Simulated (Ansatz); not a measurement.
# 1T-NiF2 monolayer in a perpendicular field

Aim: how the 1T-NiF2 monolayer screens a field along its normal, and what the field does to its bands. A positive field points along +c.

Calculated with Ansatz 0.2.0; plane-wave DFT, PBE-D3(BJ), Ansatz PAW.

## 1. The structure

The cell holds 3 atoms: 2 F and 1 Ni. Its edges and angles: a = 2.465 Å, b = 2.465 Å, c = 35.198 Å, α = 90.0°, β = 90.0°, γ = 120.0°. Vacuum lies along c.

## 2. Relaxation

The starting cell is a guess, so the in-plane lattice and the atoms are relaxed first, with the slab cut off from its images along the normal.

File input.yaml:

```yaml
crystal:
  lattice:
    - [2.464748, 0.0, 0.0]
    - [-1.232374, 2.1345343819, 0.0]
    - [0.0, 0.0, 35.1984086962]
  atoms:
    - { symbol: F, position: [0.6666666667, 0.3333333333, 0.4701917107] }
    - { symbol: Ni, position: [0.0, 0.0, 0.5], spin: 2.0 }
    - { symbol: F, position: [0.3333333333, 0.6666666667, 0.5298082893] }
  periodic: [true, true, false]
magnetization:
  spin_polarized: true
kpoints:
  mp_grid: { grid: [18, 18, 1] }
hamiltonian:
  xc: pbe
  dispersion: d3bj
scf:
  occupations: { method: fermi_dirac, width: 0.05 }
  convergence: { dr2_threshold: 1.0e-09 }
relax:
  f_tol: 0.004
  max_steps: 90
  cell: {}
output:
  write_potential: true
  write_density: true
  volumetric_format: npy
```

Started as:

```console
$ ansatz run input.yaml --threads 2 --pin off --max-ram 3072MiB --backend cpu --events-out ev --progress --plain --runs-dir out
```

Numbers of over 12 decimals in the logs are rounded to 6 here.

Output:

```text
Warning: relax.cell: scf.convergence.dr2_threshold = 1e-9 eV is looser than the 2.04957942132e-10 eV advised for a relaxation that steers and ends on the stress (1e-10 eV for each atom of the cell: 3, times the square of relax.cell.stress_2d_tol = 0.05 N/m over 12.1 Å (the atoms' height at the walk's start and 5 Å past either face), 4.133e-2 GPa, over a crystal's default 0.05). What an SCF threshold leaves in a stress goes as its square root, and in the free energy as the threshold itself, and one threshold admits the most on a small cell: [figures from the program's tests cut] Set scf.convergence.dr2_threshold to 2.04957942132e-10 eV or tighter. [rest of the remark cut]
Engine: ansatz 0.2.0, x86_64-unknown-linux-gnu
Pseudopotentials: kind: paw
Pseudopotential: F, paw, valence charge 7, recommended cutoff 420 eV (normal), F.paw.azcp
Pseudopotential: Ni, paw, valence charge 18, recommended cutoff 420 eV (normal), Ni.paw.azcp
Functional definition: PBE
  parameter kappa = 0.804
  parameter beta = 0.066725
  exchange = pbe_x(kappa = kappa, mu = beta*pi^2/3)
  correlation = pbe_c(beta = beta)
Crystal: 3 atoms, lattice volume = 185.182 Å³
Basis set: ecut = 420 eV, 3495 PW (Γ), exchange–correlation on 36×36×480 points (8 copies of the dense FFT grid, shifted against one another)
Bands: 21, of which v1, the nominal top of the filled ones, is band 16 counted from 1 (15 counted from 0)
Symmetry: 12 space group operations
Space group: P-3m1 (ITA 164), of the structure as read, at distance tolerance 5.7e-5 Å
Magnetic group: BNS 164.85 (UNI 1315), of the structure as read, at distance tolerance 5.7e-5 Å
k-points: 37 of 324
Non-local potential: F, projectors of the file, l = 0: 2, l = 1: 2, l = 2: 1
Non-local potential: Ni, projectors of the file, l = 0: 3, l = 1: 2, l = 2: 3, l = 3: 1
PAW form: soft (Blöchl's): semilocal exchange-correlation on the pseudo side does not see the compensation charge
PAW one-centre angular grid: F, 110 points (default); XC on 64 Gauss nodes
PAW one-centre angular grid: Ni, 590 points (default); XC on 64 Gauss nodes
Initial density: superposition of atomic densities (neutral atoms: chi_scale 0, normalization atom)
Starting moments: Σ|m| = 2 μB on 1 of 3 sites
Initial wavefunctions: pseudopotential atomic-orbital guess
Functional: x = pbe(κ = 0.804, μ = 0.219515), c = pbe(β = 0.066725)
SCF iter   1: F=—  HF=-7449.382924 eV  |F-HF|=—  |Δ(HF+E_count)|=         —  Δρ=3.63e-2 (↑3.07e-2 ↓3.63e-2)  dr2=3.09e0  dr2_m=5.12e-1  M=2.000 μB ∫|m|=2.032 μB  β_m=0.30  ethr=3.10e-3  ⟨swp⟩=14.4  Hψ=13594  notcnv=0
Mixer restart at iter 1: flushing history
preconditioner: auto → Resta (q_TF=auto, 2.036 Å⁻¹)  ε∞=1.6  [insulator: Δε(μ)=0.826 eV  Ē_g=17.602 eV  σ=0.050 eV  W_gap=1.00  n_scr=22 (ndim 8)  ℏωp=13.4 eV  f_vac=0.853  D(μ)=0.00/eV (n_scr^D=0)  ε∞_Penn≈1.6  vacuum switching on, ρ_ref=2.2e-2 e/Å³]
spin=Collinear: Resta preconditioning applied to the charge; magnetization (m = ρ↑ − ρ↓) channel mixes plain (no charge-response kernel on spin).
SCF iter   2: F=—  HF=-7449.518842 eV  |F-HF|=—  |Δ(HF+E_count)|=   1.36e-1  Δρ=2.19e-2 (↑1.37e-2 ↓2.19e-2)  dr2=4.70e-1  dr2_m=2.48e-1  M=2.000 μB ∫|m|=2.029 μB  β_m=0.42  ethr=3.10e-3  ⟨swp⟩=4.0  Hψ=4248  notcnv=0
SCF iter   3: F=—  HF=-7451.406259 eV  |F-HF|=—  |Δ(HF+E_count)|=    1.89e0  Δρ=1.02e-2 (↑4.40e-3 ↓1.02e-2)  dr2=3.60e-2  dr2_m=6.58e-2  M=2.000 μB ∫|m|=2.034 μB  β_m=0.53  ethr=1.47e-3  ⟨swp⟩=3.8  Hψ=4469  notcnv=0  defer=7
SCF iter   4: F=—  HF=-7452.123083 eV  |F-HF|=—  |Δ(HF+E_count)|=         —  Δρ=8.45e-3 (↑2.21e-3 ↓8.45e-3)  dr2=1.09e-1  dr2_m=3.10e-2  M=2.000 μB ∫|m|=2.042 μB  β_m=0.53  ethr=1.12e-4  ⟨swp⟩=4.6  Hψ=4381  notcnv=0  defer=7
SCF iter   5: F=—  HF=-7452.195408 eV  |F-HF|=—  |Δ(HF+E_count)|=   7.23e-2  Δρ=2.05e-3 (↑2.05e-3 ↓1.29e-3)  dr2=1.45e-3  dr2_m=3.81e-3  M=2.000 μB ∫|m|=2.049 μB  β_m=0.64  ethr=1.12e-4  ⟨swp⟩=4.2  Hψ=4584  notcnv=0  defer=20
SCF iter   6: F=—  HF=-7452.194132 eV  |F-HF|=—  |Δ(HF+E_count)|=   1.28e-3  Δρ=1.56e-3 (↑4.06e-4 ↓1.56e-3)  dr2=3.39e-3  dr2_m=1.23e-3  M=2.000 μB ∫|m|=2.050 μB  β_m=0.63  ethr=4.54e-6  ⟨swp⟩=3.8  Hψ=4347  notcnv=0  defer=20
SCF iter   7: F=—  HF=-7452.194314 eV  |F-HF|=—  |Δ(HF+E_count)|=   1.83e-4  Δρ=1.74e-4 (↑1.14e-4 ↓1.74e-4)  dr2=2.67e-5  dr2_m=2.49e-5  M=2.000 μB ∫|m|=2.051 μB  β_m=0.72  ethr=4.54e-6  ⟨swp⟩=3.3  Hψ=3531  notcnv=0  defer=23
SCF iter   8: F=—  HF=-7452.194309 eV  |F-HF|=—  |Δ(HF+E_count)|=   5.05e-6  Δρ=2.28e-5 (↑2.28e-5 ↓1.96e-5)  dr2=1.36e-6  dr2_m=2.85e-7  M=2.000 μB ∫|m|=2.051 μB  β_m=0.71  ethr=8.36e-8  ⟨swp⟩=4.2  Hψ=4291  notcnv=0  defer=23
SCF iter   9: F=—  HF=-7452.194309 eV  |F-HF|=—  |Δ(HF+E_count)|=   9.90e-8  Δρ=2.24e-5 (↑6.93e-6 ↓2.24e-5)  dr2=1.06e-6  dr2_m=1.65e-7  M=2.000 μB ∫|m|=2.051 μB  β_m=0.78  ethr=4.26e-9  ⟨swp⟩=3.1  Hψ=3191  notcnv=0  defer=24
SCF iter  10: F=—  HF=-7452.194309 eV  |F-HF|=—  |Δ(HF+E_count)|=   2.28e-7  Δρ=3.39e-6 (↑1.43e-6 ↓3.39e-6)  dr2=2.04e-8  dr2_m=5.79e-9  M=2.000 μB ∫|m|=2.051 μB  β_m=0.89  ethr=3.31e-9  ⟨swp⟩=3.0  Hψ=2854  notcnv=0  defer=23
SCF iter  11: F=—  HF=-7452.194310 eV  |F-HF|=—  |Δ(HF+E_count)|=   4.46e-8  Δρ=4.36e-7 (↑1.77e-7 ↓4.36e-7)  dr2=7.60e-11  dr2_m=1.39e-10  M=2.000 μB ∫|m|=2.051 μB  β_m=0.93  ethr=6.39e-11  ⟨swp⟩=4.0  Hψ=3934  notcnv=0  defer=23
SCF iter  12: F=-7452.194310 eV  HF=-7452.194310 eV  |F-HF|=1.73e-11  |Δ(HF+E_count)|=  5.73e-11  Δρ=8.25e-8 (↑1.53e-8 ↓8.25e-8)  dr2=1.15e-11  dr2_m=2.28e-12  M=2.000 μB ∫|m|=2.051 μB  ethr=1.00e-12  ⟨swp⟩=8.2  Hψ=11812  notcnv=0
SCF 1 converged in 12 iterations: F = -7452.194310 eV  dr2 = 1.15e-11
  greatest PAW one-centre occupation: 1.004 electrons in one spin orbital (limit 2), on the Ni atom at site 1 (counted from 0), in its partial waves of l = 1
relax step   1: F+E_penalty+E_count = -7452.19430952 eV  Δ(F+E_penalty+E_count) = +0.000e0 eV  max|allowed force component| = 6.963e0 eV/Å  Δτ_max = 0.0000 Å  P = +64.306 N/m  Ω = 185.182 Å³  fix = [c, alpha, beta]  reactions: c +0.000 N/m  (12 SCF iters, accepted)
Crystal: 3 atoms, lattice volume = 203.686 Å³
Basis set: ecut = 420 eV, 4083 PW (Γ), exchange–correlation on 36×36×480 points (8 copies of the dense FFT grid, shifted against one another)
Initial density: handed on by an earlier stage of this run
Starting moments: Σ|m| = 2 μB on 1 of 3 sites; this step starts from the density that it was given
Initial wavefunctions: those handed on with the density
iter 1 solved again at ethr=3.16e-4 eV; its pass at ethr=3.10e-3 eV (dr2=1.01e-1 eV) is discarded
[...]
iter 1 solved again at ethr=6.65e-7 eV; its pass at ethr=3.10e-3 eV (dr2=2.13e-4 eV) is discarded
SCF iter   1: F=—  HF=-7456.040076 eV  |F-HF|=—  |Δ(HF+E_count)|=         —  Δρ=5.83e-5 (↑2.39e-5 ↓5.83e-5)  dr2=3.36e-7  dr2_m=2.06e-6  M=2.000 μB ∫|m|=2.051 μB  β_m=0.65  ethr=6.65e-7  ⟨swp⟩=5.4  Hψ=16503  notcnv=0
eigensolver tolerance schedule: the retry pair's looser diagonalisation over-reported the residual by 631.70 of it (diagonalisation noise at 0.16 of the residual, at the tolerance the schedule requests for it); recorded, not acted on — ethr = c·dr2/N_el stays at c = 1.0e-1
preconditioner: auto → Resta (q_TF=auto, 1.890 Å⁻¹)  ε∞=1.6  [insulator: Δε(μ)=1.537 eV  Ē_g=13.857 eV  σ=0.050 eV  W_gap=1.00  n_scr=20 (ndim 8)  ℏωp=10.7 eV  f_vac=0.865  D(μ)=0.00/eV (n_scr^D=0)  ε∞_Penn≈1.6  vacuum switching on, ρ_ref=1.4e-2 e/Å³]
spin=Collinear: Resta preconditioning applied to the charge; magnetization (m = ρ↑ − ρ↓) channel mixes plain (no charge-response kernel on spin).
SCF iter   2: F=—  HF=-7456.041888 eV  |F-HF|=—  |Δ(HF+E_count)|=   1.81e-3  Δρ=2.05e-5 (↑8.61e-6 ↓2.05e-5)  dr2=8.52e-8  dr2_m=2.53e-7  M=2.000 μB ∫|m|=2.051 μB  β_m=0.63  ethr=1.05e-9  ⟨swp⟩=3.6  Hψ=4251  notcnv=0
SCF iter   3: F=—  HF=-7456.042428 eV  |F-HF|=—  |Δ(HF+E_count)|=   5.39e-4  Δρ=3.62e-6 (↑3.03e-6 ↓3.62e-6)  dr2=6.22e-8  dr2_m=1.69e-9  M=2.000 μB ∫|m|=2.051 μB  β_m=0.52  ethr=2.66e-10  ⟨swp⟩=3.7  Hψ=4462  notcnv=0
SCF iter   4: F=—  HF=-7456.042511 eV  |F-HF|=—  |Δ(HF+E_count)|=   8.36e-5  Δρ=3.36e-7 (↑3.29e-7 ↓3.36e-7)  dr2=9.65e-10  dr2_m=4.04e-11  M=2.000 μB ∫|m|=2.051 μB  β_m=0.51  ethr=1.95e-10  ⟨swp⟩=3.2  Hψ=3529  notcnv=0
iter 5 met the thresholds in force, and the SCF goes on: an eigenvalue changes by 14.14 meV, over its tolerance of 0.06 meV (output.eigenvalues, Limitations)
SCF iter   5: F=-7456.042512 eV  HF=-7456.042512 eV  |F-HF|=8.02e-8  |Δ(HF+E_count)|=   6.82e-7  Δρ=4.45e-7 (↑1.33e-7 ↓4.45e-7)  dr2=6.23e-10  dr2_m=1.46e-10  M=2.000 μB ∫|m|=2.051 μB  β_m=0.65  ethr=3.02e-12  ⟨swp⟩=14.5  Hψ=13283  notcnv=0
iter 6 met the thresholds in force, and the SCF goes on: an eigenvalue changes by 5.52 meV, over its tolerance of 0.05 meV (output.eigenvalues, Limitations)
SCF iter   6: F=-7456.042512 eV  HF=-7456.042512 eV  |F-HF|=1.72e-8  |Δ(HF+E_count)|=   6.31e-8  Δρ=2.32e-7 (↑3.81e-8 ↓2.32e-7)  dr2=1.32e-10  dr2_m=3.77e-11  M=2.000 μB ∫|m|=2.051 μB  β_m=1.00  ethr=1.95e-12  ⟨swp⟩=9.0  Hψ=9918  notcnv=0
Mixer restart at iter 6: flushing history
iter 7 met the thresholds in force, and the SCF goes on: an eigenvalue changes by 0.07 meV, over its tolerance of 0.05 meV (output.eigenvalues, Limitations)
SCF iter   7: F=-7456.042512 eV  HF=-7456.042512 eV  |F-HF|=2.18e-11  |Δ(HF+E_count)|=   1.73e-8  Δρ=1.15e-7 (↑1.15e-7 ↓9.80e-8)  dr2=8.44e-11  dr2_m=2.28e-13  M=2.000 μB ∫|m|=2.051 μB  β_m=1.00  ethr=1.00e-12  ⟨swp⟩=8.2  Hψ=10150  notcnv=0  κ⁻¹=1.0e0(r=1)
iter 8 met the thresholds in force, and the SCF goes on: an eigenvalue changes by 0.054 meV, over its tolerance of 0.053 meV (output.eigenvalues, Limitations)
SCF iter   8: F=-7456.042512 eV  HF=-7456.042512 eV  |F-HF|=2.15e-10  |Δ(HF+E_count)|=  9.09e-13  Δρ=1.41e-7 (↑4.55e-8 ↓1.41e-7)  dr2=6.86e-11  dr2_m=6.88e-12  M=2.000 μB ∫|m|=2.051 μB  β_m=1.00  ethr=1.00e-12  ⟨swp⟩=6.2  Hψ=8679  notcnv=0  κ⁻¹=2.9e-2(r=2)
SCF iter   9: F=-7456.042512 eV  HF=-7456.042512 eV  |F-HF|=1.08e-10  |Δ(HF+E_count)|=  3.82e-11  Δρ=3.22e-8 (↑3.27e-9 ↓3.22e-8)  dr2=3.04e-12  dr2_m=7.24e-13  M=2.000 μB ∫|m|=2.051 μB  ethr=1.00e-12  ⟨swp⟩=6.0  Hψ=8013  notcnv=0
SCF 19 converged in 9 iterations: F = -7456.042512 eV  dr2 = 3.04e-12
relax step  19: F+E_penalty+E_count = -7456.04251211 eV  Δ(F+E_penalty+E_count) = -2.786e-4 eV  max|allowed force component| = 9.047e-6 eV/Å  Δτ_max = 0.0000 Å  P = +0.004 N/m  Ω = 289.863 Å³  fix = [c, alpha, beta]  reactions: c +0.000 N/m  stress off target by 3.97e-3 N/m on what of the cell is left free  SCF on the basis re-selected at this cell (its energy is not comparable with the rows above)  (9 SCF iters)
basis re-selected at this cell: Δ(F+E_penalty+E_count) = -2.786e-4 eV, ΔP = +0.002 N/m vs the last step (what re-selecting the basis moved, of the pressure what is left beyond the Pulay correction that the steps carried, after the strain that the cell walked since its last selection, with what the two solves' SCF thresholds leave and, on support functions, any second-order correction that the steps lacked; it is no m [...]
WARN: The output density's exchange-correlation potential varies sharply where the density is thin. Do not read a vacuum level from v_tot or v_xc, or from such a field of the output density. On a cell that repeats whose density bears no net charge and no dipole along the vacuum's axis use v_es (v_loc + v_h of the components); under efield.dipole_correction with no amplitude use v_es + v_field, which holds any externa [...]
SCF converged after 9 iterations
an eigenvalue changed by more than its tolerance at an iteration that met the thresholds in force, so the SCF went on 4 times, its first undamped step at iteration 6: the last check found none over its tolerance
Magnetization: 2.0000 μB (17.0000 up, 15.0000 down)
Absolute magnetization: 2.0496 μB (∫|ρ↑−ρ↓|, with the PAW one-centre terms)
Spin contamination: 0.0016 ħ² per cell (⟨S²⟩ above its minimum at these occupations)
Per-site moments (μB) at R_I (Å): [(0.145634, 0.839766), (1.651136, 0.839766), (0.145634, 0.839766)]
Free energy (F): -7456.042512 eV
Harris-Foulkes:  -7456.042512 eV  (|F-HF|=1.08e-10)
Internal energy: -7456.042512 eV  (E = F + TS)
E sigma→0 (E₀):  -7456.042512 eV
Entropy (-TS):   -0.000000 eV (-0.000 meV/atom)
Fermi energy:    -6.431951 eV
--- Per-component energies (eV) ---
  E_band       = -969.696123
  E_kinetic    = 685.774399
  E_local      = -94343.547842  (includes V_loc(G=0)·N_el)
  E_nonlocal   = 791.977624
  E_hartree    = 46433.798464
  E_xc         = -240.078381
  E_vxc        = -308.078486  (∫ρ·V_xc dr)
  E_paw        = -2034.919036  (= ΣΔE_a)
  E_vpaw       = -663.423831  (= ΣTr[D̂ρ^β])
  E_aug_tail   = 0.004908  (compensation charges beyond the density's cutoff)
  E_ewald      = 41251.173999
  E_disp       = -0.226646  (pairwise vdW)
  E_smearing   = -0.000000  (= −TS)
  E_closure    = 0.000000  (closes the sum)
  Σ components = -7456.042512   (vs F -7456.042512, Δ=0.00e0)
--- Forces (eV/Å), atoms counted from 1 ---
  atom   1  F      0.00000000     0.00000000    -0.00000905
  atom   2  Ni    -0.00000000     0.00000000     0.00000000
  atom   3  F      0.00000000    -0.00000000     0.00000905
  max |Σ_I F_I| component: 2.31e-18 eV/Å
--- 2D stress c σ (N/m, compression-positive) ---
        0.003969       0.000000      -0.000000
        0.000000       0.003969      -0.000000
       -0.000000      -0.000000       0.000000
  P = ½ c Tr σ = 0.0040 N/m
--- Band table (eV; the first three rows and the last of 74) ---
  k-point 0 ↑: bands = [... 12 lower, -8.9026, -8.9026, -8.1335, -7.6463, -7.6463, -3.3731, -0.9042, -0.0469, ... 1 higher]
  k-point 1 ↑: bands = [... 12 lower, -8.8833, -8.8686, -8.1342, -7.6916, -7.6625, -3.2626, -0.8288, 0.0167, ... 1 higher]
  k-point 2 ↑: bands = [... 12 lower, -8.8434, -8.7804, -8.1419, -7.8107, -7.7073, -2.9450, -0.6104, 0.2071, ... 1 higher]
  k-point 36 ↓: bands = [... 12 lower, -7.6135, -7.4316, -7.4316, -5.4795, -5.4795, 2.5865, 4.4296, 4.4296, ... 1 higher]
  the weakly bound empty levels are not read free of the cell's end (no_gap_told)
--- Relaxed structure (15 steps of the walk, 15 accepted, 4 SCFs on fresh bases) ---
  F+E_penalty+E_count = -7456.04251211 eV   max|allowed force component| = 9.047e-6 eV/Å   (the final SCF, on the basis selected at the relaxed cell)
  cell:  # Å, volume = 289.8632 Å³
    - [3.083683, 0, 0]
    - [-1.541842, 2.670548, 0]
    - [0, 0, 35.1984086962]
  atoms:
    - { symbol: F, position: [0.666667, 0.333333, 0.471950] }
    - { symbol: Ni, position: [0, 0, 0.500000] }
    - { symbol: F, position: [0.333333, 0.666667, 0.528050] }
```

Wall time 6 min (2 threads of Intel Xeon at 2.70GHz, shared host); peak memory 0.83 GiB; 11 min of CPU time.

Relaxation path:

| step | energy less that of the first step (eV) | largest force component (eV/Å) | volume (Å³) |
| --- | --- | --- | --- |
| 1 | 0.0000 | 6.9633 | 185.18 |
| 2 | -1.9830 | 3.5210 | 203.69 |
| 3 | -2.9613 | 1.2002 | 223.08 |
| 4 | -3.1806 | 0.2143 | 239.58 |
| 5 | -3.1838 | 0.0577 | 241.75 |
| 6 | -3.1845 | 0.0023 | 241.31 |
| 7* | -3.5208 | 0.0275 | 241.31 |
| 8 | -3.7182 | 0.0616 | 261.56 |
| 9 | -3.7525 | 0.0302 | 283.45 |
| 10 | -3.7605 | 0.0011 | 279.64 |
| 11 | -3.7599 | 0.0001 | 280.05 |
| 12* | -3.8361 | 0.0012 | 280.05 |
| 13 | -3.8423 | 0.0052 | 286.20 |
| 14 | -3.8413 | 0.0111 | 289.27 |
| 15 | -3.8412 | 0.0104 | 289.44 |
| 16 | -3.8412 | 0.0002 | 289.43 |
| 17* | -3.8482 | 0.0001 | 289.43 |
| 18 | -3.8479 | 0.0000 | 289.86 |
| 19* | -3.8482 | 0.0000 | 289.86 |

Relaxation steps marked * repeat the geometry before them on a plane-wave basis chosen anew for their cell, so energy and pressure can jump there.

The run keeps the 12 symmetry operations that it works with, so distortions that break them were not tested.

| cell as run | before | after | change |
| --- | --- | --- | --- |
| a (Å) | 2.465 | 3.084 | +25.1 % |
| b (Å) | 2.465 | 3.084 | +25.1 % |

The atoms that moved most (Å, along periodic axes as changes of fractional coordinates times the final cell, across vacuum about the mean position):

| atom | dx | dy | dz | length |
| --- | --- | --- | --- | --- |
| F3 | 0.000 | 0.000 | -0.062 | 0.062 |
| F1 | 0.000 | 0.000 | 0.062 | 0.062 |

The relaxed structure:

```xyz
3
Lattice="3.0837 0.0000 0.0000 -1.5418 2.6705 0.0000 0.0000 0.0000 35.1984" Properties=species:S:1:pos:R:3
F     1.5418    0.8902   16.6119
Ni    0.0000    0.0000   17.5992
F     0.0000    1.7804   18.5865
```

This step gave:

```yaml
total_moment: 2.000 μB
site_moments: 0.1456, 1.651, 0.1456 μB
```

Site moment by atom:

| atom | site moment (μB) |
| --- | --- |
| F1 | 0.15 |
| Ni2 | 1.65 |
| F3 | 0.15 |

The lattice constant a goes from 2.465 to 3.084 Å.

(Continued in part 2 of 2.)

[Logs are printed without paths, hosts, clocks, repeated set-up lines and the standing remarks that a program may print on its own settings, such as how far it seeks lower states.]

[Hosts, paths, dates, database ids (printed as entryN), source tags and the programs' standing remarks are cut or masked in the printed files.]

[Maps of the electrostatic potential energy from Ansatz leave out the sawtooth potential of an applied field or a dipole correction, so their vacuum need not be flat; planar profiles and work functions include it.]
